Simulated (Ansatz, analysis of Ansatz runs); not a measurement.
**RbMnF4 (P2_1/c): a line between two Mn sites for an added hole**

Aim: the energy barrier that a trapped hole meets when it moves from one Mn atom to another one nearby in RbMnF4 (P2_1/c). The model is a cell of 48 host atoms.

Method: plane-wave PAW DFT, PBEsol+U; relaxation of all atoms of a supercell at fixed charge in a uniform background; PAW set soft_1, in Ansatz 0.2.0.

## 1. The structure

The cell holds 48 atoms: 8 Rb, 8 Mn and 32 F. Its edges and angles: a = 11.104 Å, b = 9.819 Å, c = 9.874 Å, α = 68.6°, β = 56.5°, γ = 55.9°. It derives from RbMnF4 (space group P2_1/c). Nearest the centre at fractional (0.875, 0.375, 0.625): F40 at 0.55 Å, Mn15 at 1.97 Å, Mn14 at 1.97 Å, F48 at 2.32 Å, F41 at 2.42 Å, F32 at 2.72 Å, F27 at 2.73 Å, F44 at 2.93 Å.

Hubbard terms: Mn d 4.5 eV. They were chosen, not fitted, to curb self-interaction in the shells named, the trial site's among them. The two sites are Mn14 and Mn15. The cell's shortest repeat is 9.8 Å. The host's moments were started antiferromagnetic in the unit cell, high spin; both sites carry the same spin direction.

## 2. The cell without the carrier

The neutral cell is relaxed first, from small random displacements, so that bond lengths and moments with the carrier can be set beside those of a relaxed cell without it.

neutral.relax/input.yaml reads:

```yaml
crystal:
  lattice:
    - [-0.12217936, 7.8352551, 7.86705983]
    - [5.88726042, -2.87e-06, 7.85871589]
    - [6.00943135, 7.83525143, -0.00834327]
  atoms:
    - { symbol: Rb, position: [0.020494, 0.233545, 0.279532] }
    - { symbol: Rb, position: [0.520494, 0.733545, 0.779532] }
    - { symbol: Rb, position: [0.27953, 0.966434, 0.520488] }
    - { symbol: Rb, position: [0.77953, 0.466434, 0.020488] }
    - { symbol: Rb, position: [0.479506, 0.266455, 0.220468] }
    - { symbol: Rb, position: [0.979506, 0.766455, 0.720468] }
    - { symbol: Rb, position: [0.22047, 0.533566, 0.979512] }
    - { symbol: Rb, position: [0.72047, 0.033566, 0.479512] }
    - { symbol: Mn, position: [0.0, 0.0, 0.0], spin: 4.0 }
    - { symbol: Mn, position: [0.5, 0.5, 0.5], spin: 4.0 }
    - { symbol: Mn, position: [0.25, 0.25, 0.75], spin: 4.0 }
    - { symbol: Mn, position: [0.75, 0.75, 0.25], spin: 4.0 }
    - { symbol: Mn, position: [0.25, 0.75, 0.25], spin: -4.0 }
    - { symbol: Mn, position: [0.75, 0.25, 0.75], spin: -4.0 }
    - { symbol: Mn, position: [0.0, 0.5, 0.5], spin: -4.0 }
    - { symbol: Mn, position: [0.5, 0.0, 0.0], spin: -4.0 }
    - { symbol: F, position: [0.082177, 0.869988, 0.846443] }
    - { symbol: F, position: [0.582177, 0.369988, 0.346443] }
    - { symbol: F, position: [0.394234, 0.161628, 0.552646] }
    - { symbol: F, position: [0.894234, 0.661628, 0.052646] }
    - { symbol: F, position: [0.052647, 0.891492, 0.394233] }
    - { symbol: F, position: [0.552647, 0.391492, 0.894233] }
    - { symbol: F, position: [0.105766, 0.338372, 0.947354] }
    - { symbol: F, position: [0.605766, 0.838372, 0.447354] }
    - { symbol: F, position: [0.166033, 0.831798, 0.060726] }
    - { symbol: F, position: [0.666033, 0.331798, 0.560726] }
    - { symbol: F, position: [0.060727, 0.441443, 0.666032] }
    - { symbol: F, position: [0.560727, 0.941443, 0.166032] }
    - { symbol: F, position: [0.333967, 0.668202, 0.439274] }
    - { symbol: F, position: [0.833967, 0.168202, 0.939274] }
    - { symbol: F, position: [0.439273, 0.058557, 0.833968] }
    - { symbol: F, position: [0.939273, 0.558557, 0.333968] }
    - { symbol: F, position: [0.331429, 0.399867, 0.684687] }
    - { symbol: F, position: [0.831429, 0.899867, 0.184687] }
    - { symbol: F, position: [0.184686, 0.584018, 0.331429] }
    - { symbol: F, position: [0.684686, 0.084018, 0.831429] }
    - { symbol: F, position: [0.168571, 0.100133, 0.815313] }
    - { symbol: F, position: [0.668571, 0.600133, 0.315313] }
    - { symbol: F, position: [0.315314, 0.915982, 0.168571] }
    - { symbol: F, position: [0.815314, 0.415982, 0.668571] }
    - { symbol: F, position: [0.153557, 0.298609, 0.417823] }
    - { symbol: F, position: [0.653557, 0.798609, 0.917823] }
    - { symbol: F, position: [0.346443, 0.201391, 0.082177] }
    - { symbol: F, position: [0.846443, 0.701391, 0.582177] }
    - { symbol: F, position: [0.417823, 0.630012, 0.653557] }
    - { symbol: F, position: [0.917823, 0.130012, 0.153557] }
    - { symbol: F, position: [0.447353, 0.608508, 0.105767] }
    - { symbol: F, position: [0.947353, 0.108508, 0.605767] }
basis:
  ecutwfc: 420
  xc_grid: 2
hamiltonian:
  xc: pbesol
  hubbard:
    sites: [{ species: Mn, l: d, u_eff: 4.5 }]
    projectors: ortho-atomic
  pseudopotentials: { kind: paw, azcp: { folder: soft_1 }, xc_functional: pbe }
kpoints:
  mp_grid: { grid: [1, 1, 1] }
magnetization:
  spin_polarized: true
  initial_magnetization: 0
  spin_locking: { lock_magnetization: hard }
scf:
  occupations: { method: fermi_dirac, width: 0.01 }
  max_iter: 120
  lower_state_search: "off"
output:
  forces: true
relax:
  f_tol: 0.02
  max_steps: 70
  random_displacement: { amplitude: 0.04, seed: 3836 }
checkpoint:
  write: "../neutral.relax.run"
  compress: false
  write_wavefunctions: true
  write_every: 100000
```

Run with:

```
> ansatz run input.yaml --threads 4 --pin off --max-ram 9420MiB --backend cpu --events-out ev --progress --plain --runs-dir out
```

Numbers of over 12 decimals in the logs are rounded to 6 here.

What it wrote:

```text
[... repeated set-up lines and file paths are left out, and long positions are rounded to six places ...]
Engine: ansatz 0.2.0, x86_64-unknown-linux-gnu
Pseudopotentials: kind: paw
Pseudopotential: Rb, paw, valence charge 9, recommended cutoff 420 eV (normal), soft_1/Rb.paw.azcp
Pseudopotential: Mn, paw, valence charge 15, recommended cutoff 420 eV (normal), soft_1/Mn.paw.azcp
Pseudopotential: F, paw, valence charge 7, recommended cutoff 420 eV (normal), soft_1/F.paw.azcp
Functional definition: PBEsol
  exchange = pbesol_x
  correlation = pbesol_c
Crystal: 48 atoms, lattice volume = 740.832 Å³
Basis set: ecut = 420 eV, 14505 PW (Γ), exchange–correlation on 150×144×144 points (8 copies of the dense FFT grid, shifted against one another)
Bands: 256, of which v1, the nominal top of the filled ones, is band 208 counted from 1 (207 counted from 0)
Symmetry: 1 space group operations
k-points: 1
Non-local potential: Rb, projectors of the file, l = 0: 3, l = 1: 2, l = 2: 2
Non-local potential: Mn, projectors of the file, l = 0: 3, l = 1: 2, l = 2: 3, l = 3: 1
Non-local potential: F, projectors of the file, l = 0: 2, l = 1: 2, l = 2: 1
PAW form: soft (Blöchl's): semilocal exchange-correlation on the pseudo side does not see the compensation charge
PAW frozen core: Rb, regenerated for the run's functional, and the local potential with it (the file was generated under x = pbe(κ = 0.804, μ = 0.219515), c = pbe(β = 0.066725))
PAW frozen core: Mn, regenerated for the run's functional, and the local potential with it (the file was generated under x = pbe(κ = 0.804, μ = 0.219515), c = pbe(β = 0.066725))
[...]
atom  30  F     -0.00018257    -0.00669507     0.00003265
  [... 1 atom left out ...]
  atom  32  F     -0.00117905    -0.00420778    -0.00036241
  [... 7 atoms left out ...]
  atom  40  F      0.00407548    -0.00347461     0.00164811
  atom  41  F     -0.00557882     0.00263575     0.00036378
  [... 2 atoms left out ...]
  atom  44  F      0.00612085    -0.00231118    -0.00201039
  [... 3 atoms left out ...]
  atom  48  F      0.00114312     0.00132383    -0.00080895
  max |Σ_I F_I| component: 1.61e-5 eV/Å
--- Band table (eV) ---
  k-point 0 ↑: bands = ["-77.6096", "-77.6088", "-77.5615", "-77.5607", [... 248 left out ...] "13.0064", "13.0822", "13.1312", "13.2662"]
  k-point 0 ↓: bands = ["-77.6093", "-77.6087", "-77.5621", "-77.5603", [... 248 left out ...] "13.0064", "13.0823", "13.1311", "13.2662"]
Occupation matrices written to <dir>
--- Relaxed structure (5 steps of the walk, 5 accepted, 0 SCFs on fresh bases) ---
  F+E_penalty+E_count = -82322.38034210 eV   max|allowed force component| = 1.053e-2 eV/Å
  atoms:
    - { symbol: Rb, position: [0.020944, 0.233288, 0.279257] }
    - { symbol: Rb, position: [0.521131, 0.733122, 0.779253] }
    [... 11 atoms left out ...]
    - { symbol: Mn, position: [0.750486, 0.249614, 0.749792] }
    - { symbol: Mn, position: [0.000460, 0.499635, 0.499820] }
    [... 10 atoms left out ...]
    - { symbol: F, position: [0.666836, 0.331016, 0.560431] }
    - { symbol: F, position: [0.060997, 0.441310, 0.666160] }
    [... 2 atoms left out ...]
    - { symbol: F, position: [0.834037, 0.168108, 0.939297] }
    [... 1 atom left out ...]
    - { symbol: F, position: [0.939810, 0.558047, 0.333525] }
    [... 7 atoms left out ...]
    - { symbol: F, position: [0.815728, 0.415856, 0.668461] }
    - { symbol: F, position: [0.154031, 0.297978, 0.417807] }
    [... 2 atoms left out ...]
    - { symbol: F, position: [0.846921, 0.701348, 0.581749] }
    [... 3 atoms left out ...]
    - { symbol: F, position: [0.948011, 0.108115, 0.605354] }
[key lines of the parts left out:]
SCF converged after 7 iterations
Magnetization: 0.0000 μB (208.0000 up, 208.0000 down)
Free energy (F): -82322.380342 eV
Fermi energy:    4.129247 (↑ 4.129157, ↓ 4.129339) eV
```

Wall time 46 s (4 threads of AMD EPYC 7B13 (Zen 3), shared host); peak memory 1.5 GiB.

The largest displacement from an ideal site is 0.004 Å.

## 3. The hole on the first site

The nearest neighbour or neighbours of the site start displaced and the site's starting moment is changed by the carrier's spin, since a carrier doesn't trap itself in the undistorted lattice.

A.relax/input.yaml reads:

```yaml
crystal:
  lattice:
    - [-0.12217936, 7.8352551, 7.86705983]
    - [5.88726042, -2.87e-06, 7.85871589]
    - [6.00943135, 7.83525143, -0.00834327]
  atoms:
    - { symbol: Rb, position: [0.020944, 0.233288, 0.279257] }
    - { symbol: Rb, position: [0.521131, 0.733122, 0.779253] }
    - { symbol: Rb, position: [0.279991, 0.965957, 0.520282] }
    - { symbol: Rb, position: [0.779884, 0.466076, 0.020445] }
    - { symbol: Rb, position: [0.479841, 0.266111, 0.22041] }
    - { symbol: Rb, position: [0.97981, 0.766179, 0.720346] }
    - { symbol: Rb, position: [0.221025, 0.533241, 0.979277] }
    - { symbol: Rb, position: [0.721048, 0.033207, 0.479123] }
    - { symbol: Mn, position: [0.000461, -0.000307, -0.000219], spin: 4.0 }
    - { symbol: Mn, position: [0.500476, 0.499552, 0.499867], spin: 4.0 }
    - { symbol: Mn, position: [0.250417, 0.249681, 0.749804], spin: 4.0 }
    - { symbol: Mn, position: [0.750538, 0.749528, 0.249811], spin: 4.0 }
    - { symbol: Mn, position: [0.250463, 0.749631, 0.249867], spin: -4.0 }
    - { symbol: Mn, position: [0.750486, 0.249614, 0.749792], spin: -3.0 }
    - { symbol: Mn, position: [0.00046, 0.499635, 0.49982], spin: -4.0 }
    - { symbol: Mn, position: [0.500477, -0.000373, -0.000188], spin: -4.0 }
    - { symbol: F, position: [0.082546, 0.869581, 0.846175] }
    - { symbol: F, position: [0.582467, 0.369416, 0.346335] }
    - { symbol: F, position: [0.394787, 0.161097, 0.55236] }
    - { symbol: F, position: [0.894962, 0.660992, 0.052345] }
    - { symbol: F, position: [0.053057, 0.891365, 0.394213] }
    - { symbol: F, position: [0.563691, 0.38317, 0.886424] }
    - { symbol: F, position: [0.106091, 0.338198, 0.947274] }
    - { symbol: F, position: [0.606031, 0.838146, 0.447246] }
    - { symbol: F, position: [0.166832, 0.831313, 0.06036] }
    - { symbol: F, position: [0.67078, 0.327204, 0.568739] }
    - { symbol: F, position: [0.060997, 0.44131, 0.66616] }
    - { symbol: F, position: [0.561184, 0.941104, 0.166094] }
    - { symbol: F, position: [0.33412, 0.668028, 0.439276] }
    - { symbol: F, position: [0.830093, 0.171921, 0.930989] }
    - { symbol: F, position: [0.439899, 0.057994, 0.833505] }
    - { symbol: F, position: [0.93981, 0.558047, 0.333525] }
    - { symbol: F, position: [0.331956, 0.399677, 0.684472] }
    - { symbol: F, position: [0.832079, 0.89952, 0.1845] }
    - { symbol: F, position: [0.184975, 0.583542, 0.33136] }
    - { symbol: F, position: [0.688975, 0.091972, 0.826652] }
    - { symbol: F, position: [0.168813, 0.099767, 0.815131] }
    - { symbol: F, position: [0.669086, 0.599433, 0.315133] }
    - { symbol: F, position: [0.315964, 0.915708, 0.168334] }
    - { symbol: F, position: [0.811983, 0.407267, 0.672972] }
    - { symbol: F, position: [0.154031, 0.297978, 0.417807] }
    - { symbol: F, position: [0.654063, 0.79795, 0.917799] }
    - { symbol: F, position: [0.346844, 0.201248, 0.081921] }
    - { symbol: F, position: [0.846921, 0.701348, 0.581749] }
    - { symbol: F, position: [0.418491, 0.629686, 0.6534] }
    - { symbol: F, position: [0.918383, 0.129796, 0.153395] }
    - { symbol: F, position: [0.447873, 0.607899, 0.105499] }
    - { symbol: F, position: [0.937278, 0.116069, 0.613152] }
total_charge: 1
basis:
  ecutwfc: 420
  xc_grid: 2
hamiltonian:
  xc: pbesol
  hubbard:
    sites: [{ species: Mn, l: d, u_eff: 4.5 }]
    projectors: ortho-atomic
  pseudopotentials: { kind: paw, azcp: { folder: soft_1 }, xc_functional: pbe }
kpoints:
  mp_grid: { grid: [1, 1, 1] }
magnetization:
  spin_polarized: true
  initial_magnetization: 1
  spin_locking: { lock_magnetization: hard }
scf:
  occupations: { method: fermi_dirac, width: 0.01 }
  max_iter: 120
  lower_state_search: "off"
output:
  forces: true
relax:
  f_tol: 0.015
  max_steps: 70
  escape_saddle: false
checkpoint:
  write: "../A.relax.run"
  compress: false
  write_wavefunctions: true
  write_every: 100000
```

What it wrote:

```text
[...]
Crystal: 48 atoms, lattice volume = 740.832 Å³
Basis set: ecut = 420 eV, 14505 PW (Γ), exchange–correlation on 150×144×144 points (8 copies of the dense FFT grid, shifted against one another)
Bands: 256, of which v1, the nominal top of the filled ones, is band 208 counted from 1 (207 counted from 0)
Symmetry: 1 space group operations
[...]
k-points: 1
[...]
Starting moments: Σ|m| = 31 μB on 8 of 48 sites
[...]
SCF iter   1: F=—  HF=-82435.306532 eV  |F-HF|=—  |Δ(HF+E_count)|=         —  Δρ=2.60e-1 (↑2.47e-1 ↓2.60e-1)  dr2=1.64e3  dr2_m=6.23e1  M=1.000 μB ∫|m|=16.970 μB  β_m=0.30  ethr=3.10e-3  ⟨swp⟩=6.0  Hψ=1905  notcnv=0
[...]
SCF iter  16: F=-82324.972530 eV  HF=-82324.972532 eV  |F-HF|=2.39e-6  |Δ(HF+E_count)|=   4.93e-7  Δρ=2.03e-5 (↑8.86e-6 ↓2.03e-5)  dr2=4.71e-6  dr2_m=5.95e-7  M=1.000 μB ∫|m|=32.760 μB  ethr=1.36e-9  ⟨swp⟩=2.0  Hψ=1497  notcnv=0
SCF 1 converged in 16 iterations: F = -82324.972530 eV  dr2 = 4.71e-6
[...]
relax step   1: F+E_penalty+E_count = -82324.97252997 eV  Δ(F+E_penalty+E_count) = +0.000e0 eV  max|allowed force component| = 1.325e0 eV/Å  Δτ_max = 0.0000 Å  (16 SCF iters, dr2 threshold 5.63e-6 eV, accepted)
[...]
relax step   2: F+E_penalty+E_count = -82325.30085521 eV  Δ(F+E_penalty+E_count) = -3.283e-1 eV  max|allowed force component| = 1.205e0 eV/Å  Δτ_max = 0.1949 Å  (9 SCF iters, dr2 threshold 1.00e-4 eV, accepted)
relax step   3: F+E_penalty+E_count = -82325.61455305 eV  Δ(F+E_penalty+E_count) = -3.137e-1 eV  max|allowed force component| = 4.326e-1 eV/Å  Δτ_max = 0.1364 Å  (8 SCF iters, dr2 threshold 9.08e-5 eV, accepted)
relax step   4: F+E_penalty+E_count = -82325.67981659 eV  Δ(F+E_penalty+E_count) = -6.526e-2 eV  max|allowed force component| = 2.110e-1 eV/Å  Δτ_max = 0.0655 Å  (8 SCF iters, dr2 threshold 2.41e-5 eV, accepted)
relax step   5: F+E_penalty+E_count = -82325.69508380 eV  Δ(F+E_penalty+E_count) = -1.527e-2 eV  max|allowed force component| = 5.318e-2 eV/Å  Δτ_max = 0.0265 Å  (8 SCF iters, dr2 threshold 5.74e-6 eV, accepted)
relax step   6: F+E_penalty+E_count = -82325.70016998 eV  Δ(F+E_penalty+E_count) = -5.086e-3 eV  max|allowed force component| = 4.221e-2 eV/Å  Δτ_max = 0.0205 Å  (9 SCF iters, accepted)
relax step   7: F+E_penalty+E_count = -82325.70162569 eV  Δ(F+E_penalty+E_count) = -1.456e-3 eV  max|allowed force component| = 2.661e-2 eV/Å  Δτ_max = 0.0127 Å  (9 SCF iters, accepted)
relax step   8: F+E_penalty+E_count = -82325.70199177 eV  Δ(F+E_penalty+E_count) = -3.661e-4 eV  max|allowed force component| = 8.384e-3 eV/Å  Δτ_max = 0.0067 Å  (7 SCF iters, dr2 threshold 2.81e-7 eV, accepted)
iter 1 solved again at ethr=4.73e-11 eV; its pass at ethr=3.10e-3 eV (dr2=1.96e-7 eV) is discarded
[...]
SCF iter   2: F=-82325.701992 eV  HF=-82325.701992 eV  |F-HF|=1.35e-8  |Δ(HF+E_count)|=   2.48e-8  Δρ=1.77e-6 (↑1.77e-6 ↓1.43e-6)  dr2=2.74e-8  dr2_m=4.71e-9  M=1.000 μB ∫|m|=32.515 μB  ethr=2.41e-11  ⟨swp⟩=2.0  Hψ=1593  notcnv=0
SCF 9 converged in 2 iterations: F = -82325.701992 eV  dr2 = 2.74e-8
relax step   9: F+E_penalty+E_count = -82325.70199190 eV  Δ(F+E_penalty+E_count) = -1.262e-7 eV  max|allowed force component| = 8.451e-3 eV/Å  Δτ_max = 0.0000 Å  (2 SCF iters, accepted)
NSCF: frozen V_eff on 1 k-points
[...]
SCF converged after 2 iterations
Magnetization: 1.0000 μB (208.0000 up, 207.0000 down)
Absolute magnetization: 32.6070 μB (∫|ρ↑−ρ↓|, with the PAW one-centre terms)
[...]
Per-site moments (μB) at R_I (Å): [(-0.000816025, 1.153306), (-0.00106702, 1.142838), (0.000888594, 1.141391), [... 45 left out ...]
Free energy (F): -82325.701992 eV
[...]
Internal energy: -82325.701992 eV  (E = F + TS)
E sigma→0 (E₀):  -82325.701992 eV
Fermi energy:    3.550955 (↑ 3.773289, ↓ 3.549646) eV
[...]
--- Forces (eV/Å), atoms counted from 1 ---
  atom   1  Rb     0.00019613    -0.00073884     0.00136505
  atom   2  Rb    -0.00132639    -0.00142751     0.00043659
  [... 11 atoms left out ...]
  atom  14  Mn    -0.00000848    -0.00003664     0.00001780
  atom  15  Mn    -0.00635673    -0.00028694    -0.00563598
  [... 10 atoms left out ...]
  atom  26  F     -0.00099958     0.00004272     0.00074933
  atom  27  F      0.00265737    -0.00253004     0.00101033
  [... 2 atoms left out ...]
  atom  30  F      0.00099479    -0.00005930    -0.00076320
  [... 1 atom left out ...]
  atom  32  F      0.00117959     0.00159064     0.00083721
  [... 7 atoms left out ...]
  atom  40  F     -0.00206420     0.00123616    -0.00191956
  atom  41  F      0.00384365    -0.00113807     0.00013290
  [... 2 atoms left out ...]
  atom  44  F      0.00128359    -0.00108886    -0.00016339
  [... 3 atoms left out ...]
  atom  48  F     -0.00844181     0.00199303     0.00113946
  max |Σ_I F_I| component: 5.33e-7 eV/Å
--- Band table (eV) ---
[...]
Occupation matrices written to <dir>
--- Relaxed structure (9 steps of the walk, 9 accepted, 0 SCFs on fresh bases) ---
  F+E_penalty+E_count = -82325.70199190 eV   max|allowed force component| = 8.451e-3 eV/Å
  atoms:
    - { symbol: Rb, position: [0.022807, 0.230523, 0.272333] }
    - { symbol: Rb, position: [0.514360, 0.742985, 0.781701] }
    [... 11 atoms left out ...]
    - { symbol: Mn, position: [0.750470, 0.249621, 0.749818] }
    - { symbol: Mn, position: [0.002768, 0.499224, 0.497363] }
    [... 10 atoms left out ...]
    - { symbol: F, position: [0.676025, 0.320229, 0.593904] }
    - { symbol: F, position: [0.065508, 0.436197, 0.663024] }
    [... 2 atoms left out ...]
    - { symbol: F, position: [0.824916, 0.179014, 0.905733] }
    [... 1 atom left out ...]
    - { symbol: F, position: [0.938176, 0.562688, 0.333188] }
    [... 7 atoms left out ...]
    - { symbol: F, position: [0.813977, 0.411217, 0.667670] }
    - { symbol: F, position: [0.153314, 0.298594, 0.413716] }
    [... 2 atoms left out ...]
    - { symbol: F, position: [0.846059, 0.696253, 0.586915] }
    [... 3 atoms left out ...]
    - { symbol: F, position: [0.944994, 0.109857, 0.609560] }
```

It took 77 s on 4 threads; peak memory 1.5 GiB.

Relaxation path:

```csv
step,energy less that of the first step (eV),largest force component (eV/Å)
1,0.0000,1.3252
2,-0.3283,1.2053
3,-0.6420,0.4326
4,-0.7073,0.2110
5,-0.7226,0.0532
6,-0.7276,0.0422
7,-0.7291,0.0266
8,-0.7295,0.0084
9,-0.7295,0.0085
```

The atoms that moved most (Å):

```csv
atom,dx,dy,dz,length
F30,-0.109,-0.238,0.015,0.263
F26,0.110,0.238,-0.014,0.263
F18,0.031,0.238,0.038,0.243
F46,-0.031,-0.238,-0.037,0.243
F34,-0.082,-0.127,0.061,0.163
F38,0.084,0.125,-0.061,0.162
Mn9,-0.063,-0.071,0.002,0.095
Mn10,0.063,0.071,-0.002,0.095
```

The moves above count from the input, in which the site's nearest neighbours were already displaced; the distances below compare with the cell without the carrier.

Distances from Mn14 without and with the hole:

```csv
atom,without (Å),with (Å)
F48,1.83,1.80
F22,1.83,1.80
F36,1.89,1.83
F40,1.89,1.83
F26,2.24,1.88
F30,2.24,1.88
```

The largest changes of the moments are 0.69 μB on Mn14, 0.04 μB on F26 and 0.04 μB on F30. The largest part sits on the chosen site.

(Part 1 of 2 ends here.)

[Logs are printed without paths, hosts, clocks, repeated set-up lines and the standing remarks that a program may print on its own settings, such as how far it seeks lower states.]

[Hosts, paths, dates, database ids (printed as entryN), source tags and the programs' standing remarks are cut or masked in the printed files.]
